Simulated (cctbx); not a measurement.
# Cd2Cu2Si: solution and refinement

Cell a = 6.7400 Å, b = 6.7400 Å, c = 3.2570 Å, α = 90.00°, β = 90.00°, γ = 90.00°; space group P4/mbm (no. 127); content Cd4 Cu4 Si2.

The data are simulated with cctbx, not measured: Mo Kα, λ = 0.71073 Å, to d = 0.84 Å, 80 % of the full sphere, strongest reflection 20000 counts, noise from counting, a 3 % proportional error and a noise floor of 4 counts (s.d.); no absorption.

Charge flipping in P1 on plain amplitudes to 0.9 Å, δ = 1.2 σ, 10 % of the reflections treated as weak, 400 cycles:

```text
cycle      R  skewness
    0  0.587     0.31
   33  0.307     2.67
   66  0.287     2.57
   99  0.300     2.40
  132  0.247     2.23
  165  0.253     2.23
  198  0.291     2.22
  231  0.285     2.33
  264  0.271     2.29
  297  0.261     2.14
  330  0.305     2.46
  363  0.293     2.32
  396  0.261     2.30
origin shift          correlation  skewness
 0.287  0.246  0.442      0.998      5.62
 0.123  0.794  0.008      0.889      2.90
 0.128  0.798  0.346      0.888      1.69
 0.239  0.582  0.335      0.869      1.04
taken: symmetry correlation 0.998, skewness 5.62
peak      x       y       z  mult  height/sigma
Q1    0.1750  0.3250  0.5000    4     12.0
Q2    0.1254  0.6254  0.0000    4      6.7
Q3    0.0000  0.0000  0.0000    2      2.0
Q4    0.1973  0.6973  0.3421    8      0.6
Q5    0.0550  0.4450  0.2543    8      0.5
Q6    0.0000  0.0000  0.5000    2      0.5
Q7    0.1234  0.8235  0.5000    8      0.5
Q8    0.0728  0.3153  0.0000    8      0.4
```

The origin is taken among those within 0.04 of the best correlation, by the skewness of the map.

It took 0.56 s on 1 thread of Arm Neoverse N1, with other jobs on the host, peak memory 0.07 GiB.

Q: Assign the peaks.

Heights go roughly as Z and multiplicities must add up to the content. First model: Q1 = Cd1 (4 in the cell, height 12.0), Q2 = Cu1 (4 in the cell, height 6.7) and Q3 = Si1 (2 in the cell, height 2.0). Against the true structure, Q1 is Cd, Q2 is Cu and Q3 is Si; the other peaks are not atoms.

Least squares on F², isotropic:

```text
Rint 0.030, 86 unique reflections to 0.84 A
cycle     R1     wR2    GooF  max shift (A)
   1  0.0960  0.2867  16.467   0.03064
   2  0.0166  0.0429   2.466   0.00003
final R1 0.0165 wR2 0.0429 GooF 2.466  parameters 5  data/parameter 17.2
atom        x        y        z      Ueq    occ   su(xyz)  su(Uiso or U11)
Cd1    0.17340  0.32660  0.50000   0.0119  1.000  0.00007  0.0004
Cu1    0.12218  0.62218  0.00000   0.0203  1.000  0.00015  0.0004
Si1    0.00000  0.00000  0.00000   0.0398  1.000  0.00000  0.0013
difference map: max 1.11 min -0.98 rms 0.18
Q1    0.0609  0.5609  0.0000    4    1.14  0.58 A from Cu1
Q2    0.1772  0.6772  0.0000    4    1.11  0.52 A from Cu1
Q3    0.0021  0.0968  0.0000    8    0.66  0.65 A from Si1
Q4    0.1705  0.3295  0.3634    8    0.63  0.45 A from Cd1
Q5    0.1253  0.3747  0.0000    4    0.30  1.67 A from Cu1
```

Anisotropic refinement:

```text
Rint 0.030, 86 unique reflections to 0.84 A
cycle     R1     wR2    GooF  max shift (A)
   1  0.0165  0.0429   2.546   0.00063
   2  0.0077  0.0158   0.938   0.00000
final R1 0.0077 wR2 0.0158 GooF 0.938  parameters 10  data/parameter 8.6
atom        x        y        z      Ueq    occ   su(xyz)  su(Uiso or U11)
Cd1    0.17337  0.32663  0.50000   0.0118  1.000  0.00003  0.0002
Cu1    0.12225  0.62225  0.00000   0.0204  1.000  0.00006  0.0002
Si1    0.00000  0.00000  0.00000   0.0409  1.000  0.00000  0.0008
difference map: max 0.29 min -0.51 rms 0.09
Q1    0.0000  0.5000  0.5000    2    0.32  1.65 A from Cd1
Q2    0.1179  0.2090  0.2067   16    0.21  1.30 A from Cd1
Q3    0.1362  0.3638  0.0000    4    0.21  1.67 A from Cd1
Q4    0.0000  0.0000  0.1994    4    0.20  0.65 A from Si1
Q5    0.0708  0.7781  0.2088   16    0.20  1.30 A from Cu1
Q6    0.0868  0.5868  0.2222    8    0.19  0.80 A from Cu1
```

**Reading.** The refinement ends at R1 = 0.0077, wR2 = 0.0158, GooF = 0.94, with difference density between -0.51 and 0.29 e/Å³. Every site matches the true model in element, within 0.001 Å r.m.s., up to an allowed shift of origin.

True model:

| atom | mult. | x | y | z | Ueq (Å²) |
| --- | --- | --- | --- | --- | --- |
| Cd1 | 4 | 0.6734 | 0.8266 | 1/2 | 0.0117 |
| Cu1 | 4 | 0.1223 | 0.3777 | 0 | 0.0203 |
| Si1 | 2 | 1/2 | 1/2 | 0 | 0.0399 |

The model is made up (kin elements in a known structure type, no relaxation), so it says nothing on whether the phase exists.

[Middle refinement cycles are left out of these outputs.]

[Logs are printed without paths, hosts, clocks, repeated set-up lines and the standing remarks that a program may print on its own settings, such as how far it seeks lower states.]
